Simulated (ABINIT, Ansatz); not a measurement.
# CdBr2 (P6_3mc): one start, several treatments of the self-energy

Aim: compare treatments of exchange, screening and correlation for the gap of CdBr2 (P6_3mc).

Program: ABINIT 10.8.3. Level of theory: LDA and many-body steps on it, plane waves. Results are calculated unless marked as measured.

The database entry behind the starting cell has ideal inner coordinates that were not refined, so it need not match the best structure at ambient conditions.

## Step 1: The starting structure

Symmetry: P6_3mc, No. 186, hexagonal system. The conventional cell has a = 3.985 Å, b = 3.985 Å, c = 12.561 Å, α = 90.00°, β = 90.00°, γ = 120.00°. Nearest to Cd lie 6 Br at 2.79 Å. Nearest to Br lie 3 Cd at 2.79 Å. Nearest to Br lie 3 Cd at 2.79 Å. Farther neighbours and most contacts between anions are not listed.

The cell and positions come from the Crystallography Open Database and are kept as given unless a step says otherwise.

## Step 2: Empty states on the mesh, 3×3×1 mesh, 477 bands

This step: ABINIT 10.8.3; DFT, LDA, plane waves, norm-conserving pseudopotentials.

The sums over transitions need many empty states on a uniform mesh; this step solves for them.

The input, run.abi:

```
acell 3*1.0 Angstrom
rprim 
  3.985000000011 -0.000000000003 0.000000000000
  -1.992500000003 3.451111234092 0.000000000000
  0.000000000000 0.000000000000 12.561000000000
ntypat 2
znucl 48 35
natom 6
typat 1 1 2 2 2 2
xred 
  0.333333333333 0.666666666667 0.375000000000
  0.666666666667 0.333333333333 0.875000000000
  0.333333333333 0.666666666667 0.000000000000
  0.666666666667 0.333333333333 0.500000000000
  0.000000000000 0.000000000000 0.250000000000
  0.000000000000 0.000000000000 0.750000000000
pp_dirpath "pseudos"
pseudos "Cd.upf, Br.upf"
ecut 47
ngkpt 3 3 1
nshiftk 1
shiftk 0 0 0
kptopt 1
chksymbreak 0
iscf -2
irdden 1
istwfk *1
nband 477
nbdbuf 42
tolwfr 1e-09
nstep 60
prtvol 0
indata_prefix "in"
outdata_prefix "out"
tmpdata_prefix "tmp"
```

Run with:

```bash
OMP_NUM_THREADS=1 mpirun -n 3 abinit run.abi > log
```

Numbers of over 12 decimals in the logs are rounded to 6 here.

Output:

```text
.Version 10.8.3 of ABINIT. v10.8.2 released Aug 2026.

 Symmetries : space group P6_3 m c (#186); Bravais hP (primitive hexag.)
[... echo of the input left out ...]
== DATASET  1 ==================================================================
-   mpi_nproc: 3, omp_nthreads: 1 (-1 if OMP is not activated)

--- !DatasetInfo
iteration_state: {dtset: 1, }
dimensions: {natom: 6, nkpt: 3, mband: 477, nsppol: 1, nspinor: 1, nspden: 1, mpw: 18043, }
cutoff_energies: {ecut:  47.0, pawecutdg:  -1.0, }
[...]
3.72699    3.72782    3.72782    3.72877    3.74312    3.76372    3.76372    3.76690
   3.76926    3.79569    3.79572    3.80152    3.80166    3.80828    3.80839    3.85013
   3.85442    3.85546    3.85706    3.86139    3.86236
 prteigrs : prtvol=0 or 1, do not print more k-points.

== END DATASET(S) ==============================================================
================================================================================

 -outvars: echo values of variables after computation  --------
            nband         477
             nkpt           3
          spgroup         186
 [... the other variables as echoed above ...]

 Calculation completed.
```

Elapsed: 22 min, on 3 MPI ranks of Intel Xeon Platinum 8559C (Emerald Rapids), shared host; peak memory 0.85 GiB; 65 min of CPU time.

This step gave:

```
gap                                                           : 2.527 eV
k of the valence top                                          : 0, 0, 0
k of the conduction bottom                                    : 0, 0, 0
least direct gap                                              : 2.527 eV
k points computed                                             : 3
lowest point of the top converged band, above the valence top : 96.0176 eV
```

On this mesh the gap is 2.527 eV.

The density comes from a self-consistent run that is not shown.

## Step 3: Screening, 3×3×1 mesh, 197 bands, screening to 141.5 eV

The RPA dielectric matrix is built and inverted for each q.

This step: RPA screening on LDA, plane waves, norm-conserving pseudopotentials.

run.abi, as its differences from that of step 2:

```diff
@@ -24,10 +24,11 @@
 chksymbreak 0
-iscf -2
-irdden 1
 istwfk *1
-nband 477
-nbdbuf 42
-tolwfr 1e-09
-nstep 60
-prtvol 0
+occopt 1
+irdwfk 1
+optdriver 3
+nband 197
+ecuteps 5.2
+inclvkb 2
+awtr 1
+symchi 1
 indata_prefix "in"
```

Run with:

```bash
OMP_NUM_THREADS=1 mpirun -n 4 abinit run.abi > log
```

Output:

```text
.Version 10.8.3 of ABINIT. v10.8.2 released Aug 2026.

 Symmetries : space group P6_3 m c (#186); Bravais hP (primitive hexag.)
[... echo of the input left out ...]
== DATASET  1 ==================================================================
-   mpi_nproc: 4, omp_nthreads: 1 (-1 if OMP is not activated)

--- !DatasetInfo
iteration_state: {dtset: 1, }
dimensions: {natom: 6, nkpt: 3, mband: 197, nsppol: 1, nspinor: 1, nspden: 1, mpw: 18043, }
cutoff_energies: {ecut:  47.0, pawecutdg:  -1.0, }
electrons: {nelect:   6.80000000E+01, charge:   0.00000000E+00, occopt:   1.00000000E+00, tsmear:   1.00000000E-02, }

 SCREENING: Calculation of the susceptibility and dielectric matrices

 Based on a program developped by R.W. Godby, V. Olevano, G. Onida, and L. Reining.
 Incorporated in ABINIT by V. Olevano, G.-M. Rignanese, and M. Torrent.
.Using double precision arithmetic ; gwpc =  8

[... cell and pseudopotentials left out ...]
--------------------------------------------------------------------------------

 ==== K-mesh for the wavefunctions ====
 Number of points in the irreducible wedge :     3
[... list of points left out ...]
 Together with 12 symmetry operations and time-reversal symmetry
 yields     9 points in the full Brillouin Zone.

 ==== Q-mesh for the screening function ====
 Number of points in the irreducible wedge :     3
[... list of points left out ...]
 Together with 12 symmetry operations and time-reversal symmetry
 yields     9 points in the full Brillouin Zone.

 setmesh: FFT mesh size selected  =    27x   27x  100
          total number of points  =        72900

 vcoul_init : cutoff-mode = AUXILIARY_FUNCTION
 q-points for optical limit:   1
     1)      0.000010    0.000020    0.000030

- screening: taking advantage of time-reversal symmetry
- Maximum band index for partially occupied states nbvw = 34
- Remaining bands to be divided among processors   nbcw = 163
- Number of bands treated by each node ~40

 Number of electrons calculated from density =   68.0000; Expected =   68.0000
 average of density, n =  0.058331
 r_s =    1.5996
 omega_plasma =   23.2973 [eV]

 calculating chi0 at frequencies [eV] :
  1    0.000000E+00    0.000000E+00
  2    0.000000E+00    2.329732E+01

--------------------------------------------------------------------------------
  q-point number  1        q = ( 0.000000, 0.000000, 0.000000) [r.l.u.]
--------------------------------------------------------------------------------
[... chi0 elements left out ...]
 For q-point:  0.000010 0.000020 0.000030
  dielectric constant =   5.3720
  dielectric constant without local fields =   6.1075

  Average fulfillment of the sum rule on Im[epsilon] for q-point    1 :     65.73  [%]
[... wings left out ...]
  q-point number  2        q = ( 0.333333, 0.000000, 0.000000) [r.l.u.]
--------------------------------------------------------------------------------
[... chi0 elements left out ...]
  Average fulfillment of the sum rule on Im[epsilon] for q-point    2 :     64.35  [%]

 [... 1 further q-points ...]
```

Elapsed: 2.2 min, on 4 MPI ranks; peak memory 2.1 GiB; 9 min of CPU time.

This step gave:

| Property | Result |
| --- | --- |
| ε∞ with local fields, on this mesh, along the program's q direction | 5.372 |
| the same without local fields | 6.107 |
| plasma frequency | 23.30 eV |
| plane waves in the screening matrix | 649 |

Local fields lower ε∞ by 12 %. On a Γ-centred mesh this coarse the value itself is usually too large, while a short band sum pulls it down.

## Step 4: G0W0, Godby-Needs plasmon pole

The self-energy is evaluated for the states that the input lists, and the levels follow from it, in one-shot runs by the linearised quasiparticle equation.

This step: G0W0 on LDA, plane waves, norm-conserving pseudopotentials.

run.abi, as its differences from that of step 3:

```diff
@@ -27,8 +27,15 @@
 irdwfk 1
-optdriver 3
+optdriver 4
 nband 197
+gwcalctyp 0
+ecutsigx 47
+symsigma 1
+nkptgw 1
+kptgw 
+  0.0000000000 0.0000000000 0.0000000000
+bdgw 
+  33 36
 ecuteps 5.2
-inclvkb 2
-awtr 1
-symchi 1
+irdscr 1
+ppmodel 1
 indata_prefix "in"
```

Output:

```text
.Version 10.8.3 of ABINIT. v10.8.2 released Aug 2026.

 Symmetries : space group P6_3 m c (#186); Bravais hP (primitive hexag.)
[... echo of the input left out ...]
== DATASET  1 ==================================================================
-   mpi_nproc: 4, omp_nthreads: 1 (-1 if OMP is not activated)

--- !DatasetInfo
iteration_state: {dtset: 1, }
dimensions: {natom: 6, nkpt: 3, mband: 197, nsppol: 1, nspinor: 1, nspden: 1, mpw: 18043, }
cutoff_energies: {ecut:  47.0, pawecutdg:  -1.0, }
electrons: {nelect:   6.80000000E+01, charge:   0.00000000E+00, occopt:   1.00000000E+00, tsmear:   1.00000000E-02, }

 SIGMA: Calculation of the GW corrections

 Based on a program developped by R.W. Godby, V. Olevano, G. Onida, and L. Reining.
 Incorporated in ABINIT by V. Olevano, G.-M. Rignanese, and M. Torrent.
.Using double precision arithmetic ; gwpc =  8

[... cell and pseudopotentials left out ...]
--------------------------------------------------------------------------------

 ==== K-mesh for the wavefunctions ====
 Number of points in the irreducible wedge :     3
[... list of points left out ...]
 Together with 12 symmetry operations and time-reversal symmetry
 yields     9 points in the full Brillouin Zone.

 ==== Q-mesh for screening function ====
 Number of points in the irreducible wedge :     3
[... list of points left out ...]
 Together with 12 symmetry operations and time-reversal symmetry
 yields     9 points in the full Brillouin Zone.

 vcoul_init : cutoff-mode = AUXILIARY_FUNCTION
 q-points for optical limit:   1
     1)      0.000010    0.000020    0.000030
 setmesh: FFT mesh size selected  =    45x   45x  150
          total number of points  =       303750

 Number of electrons calculated from density =   68.0000; Expected =   68.0000
 average of density, n =  0.058331
 r_s =    1.5996
 omega_plasma =   23.2973 [eV]

 === KS Band Gaps ===
  >>>> For spin  1
   Minimum direct gap =   2.5271 [eV], located at k-point      :   0.0000  0.0000  0.0000
   Fundamental gap    =   2.5271 [eV], Top of valence bands at :   0.0000  0.0000  0.0000
                                       Bottom of conduction at :   0.0000  0.0000  0.0000
 SIGMA fundamental parameters:
 PLASMON POLE MODEL  1
 number of plane-waves for SigmaX                18043
 number of plane-waves for SigmaC and W            649
 number of plane-waves for wavefunctions         18043
 number of bands                                   197
 number of independent spin polarizations            1
 number of spinorial components                      1
 number of k-points in IBZ                           3
 number of q-points in IBZ                           3
 number of symmetry operations                      12
 number of k-points in BZ                            9
 number of q-points in BZ                            9
 number of frequencies for dSigma/dE                 9
 frequency step for dSigma/dE [eV]                0.25
 number of omega for Sigma on real axis              0
 max omega for Sigma on real axis  [eV]           0.00
 zcut for avoiding poles [eV]                     0.10

 EPSILON^-1 parameters (SCR file):
 dimension of the eps^-1 matrix on file            649
 dimension of the eps^-1 matrix used               649
 number of plane-waves for wavefunctions         18043
 number of bands                                   197
 number of q-points in IBZ                           3
 number of frequencies                               2
 number of real frequencies                          1
 number of imag frequencies                          1

 matrix elements of self-energy operator (all in [eV])

 Perturbative Calculation

--- !SelfEnergy_ee
iteration_state: {dtset: 1, }
kpoint     : [   0.000,    0.000,    0.000, ]
spin       : 1
KS_gap     :    2.527
QP_gap     :    4.286
Delta_QP_KS:    1.759
data: !SigmaeeData |
     Band     E0 <VxcDFT>   SigX SigC(E0)      Z dSigC/dE  Sig(E)    E-E0       E
       33   1.953 -14.386 -18.109   2.750   0.794  -0.260 -15.158  -0.773   1.180
       34   1.953 -14.386 -18.109   2.750   0.794  -0.260 -15.158  -0.773   1.180
       35   4.480 -11.189  -6.791  -3.199   0.823  -0.215 -10.202   0.987   5.466
       36   5.830 -12.769  -8.237  -3.176   0.813  -0.230 -11.666   1.103   6.933

== END DATASET(S) ==============================================================
================================================================================

 -outvars: echo values of variables after computation  --------
           etotal      0.0000000000E+00
            nband         197
             nkpt           3
          spgroup         186
 [... the other variables as echoed above ...]

 Calculation completed.
```

Wall time 16 s (4 MPI ranks); peak memory 1.7 GiB.

This step gave:

```yaml
g0w0_gap_on_the_points_computed: 4.286 eV
starting_gap_on_the_mesh: 2.527 eV
k_of_the_valence_top: 0, 0, 0
k_of_the_conduction_bottom: 0, 0, 0
z_at_the_valence_top: 0.794
z_at_the_conduction_bottom: 0.823
least_direct_g0w0_gap_on_the_computed_points: 4.286 eV
```

The gap on the mesh goes from 2.53 eV to 4.29 eV, a correction of +1.76 eV.

## Step 5: G0W0, Engel-Farid plasmon pole

run.abi, as its differences from that of step 4:

```diff
@@ -39,3 +39,3 @@
 irdscr 1
-ppmodel 1
+ppmodel 4
 indata_prefix "in"
```

Output:

```text
.Version 10.8.3 of ABINIT. v10.8.2 released Aug 2026.

 Symmetries : space group P6_3 m c (#186); Bravais hP (primitive hexag.)
[... echo of the input left out ...]
== DATASET  1 ==================================================================
-   mpi_nproc: 4, omp_nthreads: 1 (-1 if OMP is not activated)

--- !DatasetInfo
iteration_state: {dtset: 1, }
dimensions: {natom: 6, nkpt: 3, mband: 197, nsppol: 1, nspinor: 1, nspden: 1, mpw: 18043, }
cutoff_energies: {ecut:  47.0, pawecutdg:  -1.0, }
electrons: {nelect:   6.80000000E+01, charge:   0.00000000E+00, occopt:   1.00000000E+00, tsmear:   1.00000000E-02, }

 SIGMA: Calculation of the GW corrections

 Based on a program developped by R.W. Godby, V. Olevano, G. Onida, and L. Reining.
 Incorporated in ABINIT by V. Olevano, G.-M. Rignanese, and M. Torrent.
.Using double precision arithmetic ; gwpc =  8

[... cell and pseudopotentials left out ...]
--------------------------------------------------------------------------------

 ==== K-mesh for the wavefunctions ====
 Number of points in the irreducible wedge :     3
[... list of points left out ...]
 Together with 12 symmetry operations and time-reversal symmetry
 yields     9 points in the full Brillouin Zone.

 ==== Q-mesh for screening function ====
 Number of points in the irreducible wedge :     3
[... list of points left out ...]
 Together with 12 symmetry operations and time-reversal symmetry
 yields     9 points in the full Brillouin Zone.

 vcoul_init : cutoff-mode = AUXILIARY_FUNCTION
 q-points for optical limit:   1
     1)      0.000010    0.000020    0.000030
 setmesh: FFT mesh size selected  =    45x   45x  150
          total number of points  =       303750

 Number of electrons calculated from density =   68.0000; Expected =   68.0000
[...]
number of k-points in IBZ                           3
 number of q-points in IBZ                           3
 number of symmetry operations                      12
 number of k-points in BZ                            9
 number of q-points in BZ                            9
 number of frequencies for dSigma/dE                 9
 frequency step for dSigma/dE [eV]                0.25
 number of omega for Sigma on real axis              0
 max omega for Sigma on real axis  [eV]           0.00
 zcut for avoiding poles [eV]                     0.10

 EPSILON^-1 parameters (SCR file):
 dimension of the eps^-1 matrix on file            649
 dimension of the eps^-1 matrix used               649
 number of plane-waves for wavefunctions         18043
 number of bands                                   197
 number of q-points in IBZ                           3
 number of frequencies                               2
 number of real frequencies                          1
 number of imag frequencies                          1

 matrix elements of self-energy operator (all in [eV])

 Perturbative Calculation

--- !SelfEnergy_ee
iteration_state: {dtset: 1, }
kpoint     : [   0.000,    0.000,    0.000, ]
spin       : 1
KS_gap     :    2.527
QP_gap     :    4.258
Delta_QP_KS:    1.731
data: !SigmaeeData |
     Band     E0 <VxcDFT>   SigX SigC(E0)      Z dSigC/dE  Sig(E)    E-E0       E
       33   1.953 -14.386 -18.109   2.630   0.796  -0.257 -15.255  -0.870   1.083
       34   1.953 -14.386 -18.109   2.630   0.796  -0.257 -15.255  -0.870   1.083
       35   4.480 -11.189  -6.791  -3.358   0.829  -0.207 -10.327   0.862   5.341
       36   5.830 -12.769  -8.237  -3.331   0.818  -0.222 -11.786   0.983   6.813

== END DATASET(S) ==============================================================
================================================================================

 -outvars: echo values of variables after computation  --------
           etotal      0.0000000000E+00
            nband         197
             nkpt           3
          spgroup         186
 [... the other variables as echoed above ...]

 Calculation completed.
```

Run time: 15 s. Hardware: 4 MPI ranks; peak memory 1.5 GiB.

This step gave:

| Quantity | Value |
| --- | --- |
| G0W0 gap on the points computed | 4.258 eV |
| starting gap on the mesh | 2.527 eV |
| k of the valence top | 0, 0, 0 |
| k of the conduction bottom | 0, 0, 0 |
| Z at the valence top | 0.796 |
| Z at the conduction bottom | 0.829 |
| least direct G0W0 gap on the computed points | 4.258 eV |

Against G0W0 in ABINIT (3×3×1 mesh, 197 bands, screening to 141.5 eV, Godby-Needs plasmon pole), the gap moves by −0.028 eV.

## Step 6: G0W0, von der Linden-Horsch plasmon pole

run.abi, as its differences from that of step 5:

```diff
@@ -39,3 +39,3 @@
 irdscr 1
-ppmodel 4
+ppmodel 3
 indata_prefix "in"
```

Output:

```text
.Version 10.8.3 of ABINIT. v10.8.2 released Aug 2026.

 Symmetries : space group P6_3 m c (#186); Bravais hP (primitive hexag.)
[... echo of the input left out ...]
== DATASET  1 ==================================================================
-   mpi_nproc: 4, omp_nthreads: 1 (-1 if OMP is not activated)

--- !DatasetInfo
iteration_state: {dtset: 1, }
dimensions: {natom: 6, nkpt: 3, mband: 197, nsppol: 1, nspinor: 1, nspden: 1, mpw: 18043, }
cutoff_energies: {ecut:  47.0, pawecutdg:  -1.0, }
[...]
34   1.953 -14.386 -18.109   2.480   0.847  -0.181 -15.439  -1.053   0.900
       35   4.480 -11.189  -6.791  -3.521   0.870  -0.149 -10.426   0.763   5.243
       36   5.830 -12.769  -8.237  -3.435   0.862  -0.160 -11.824   0.945   6.776

== END DATASET(S) ==============================================================
================================================================================

 -outvars: echo values of variables after computation  --------
           etotal      0.0000000000E+00
            nband         197
             nkpt           3
          spgroup         186
 [... the other variables as echoed above ...]

 Calculation completed.
```

Elapsed: 18 s, on 4 MPI ranks; peak memory 1.5 GiB.

This step gave:

| Item | Value |
| --- | --- |
| G0W0 gap on the points computed | 4.343 eV |
| starting gap on the mesh | 2.527 eV |
| k of the valence top | 0, 0, 0 |
| k of the conduction bottom | 0, 0, 0 |
| least direct G0W0 gap on the computed points | 4.343 eV |

Against G0W0 in ABINIT (3×3×1 mesh, 197 bands, screening to 141.5 eV, Godby-Needs plasmon pole), the gap moves by +0.057 eV.

(Part 1 of 2 ends here.)

[Paths, hosts, dates, memory and timing lines, banners, echoed tables and standing remarks are left out of the program output.]

[Logs are printed without paths, hosts, clocks, repeated set-up lines and the standing remarks that a program may print on its own settings, such as how far it seeks lower states.]

[Runs of the session that timed out or met a known fault of the program may be left out.]

[No measured gap is set beside runs whose start may be inverted or whose files or cutoffs have a known fault.]

[Hosts, paths, dates, database ids (printed as entryN), source tags and the programs' standing remarks are cut or masked in the printed files.]

[G0W0 gaps are taken among the corrected bands and points alone; a level outside them can change the order at an edge.]

[Where Ansatz stands beside ABINIT at settings called matched, ABINIT's density can come from a denser mesh and the files from another edition; pairs whose starting gaps differed by over 0.03 eV were left out, so agreement reads better than it is.]
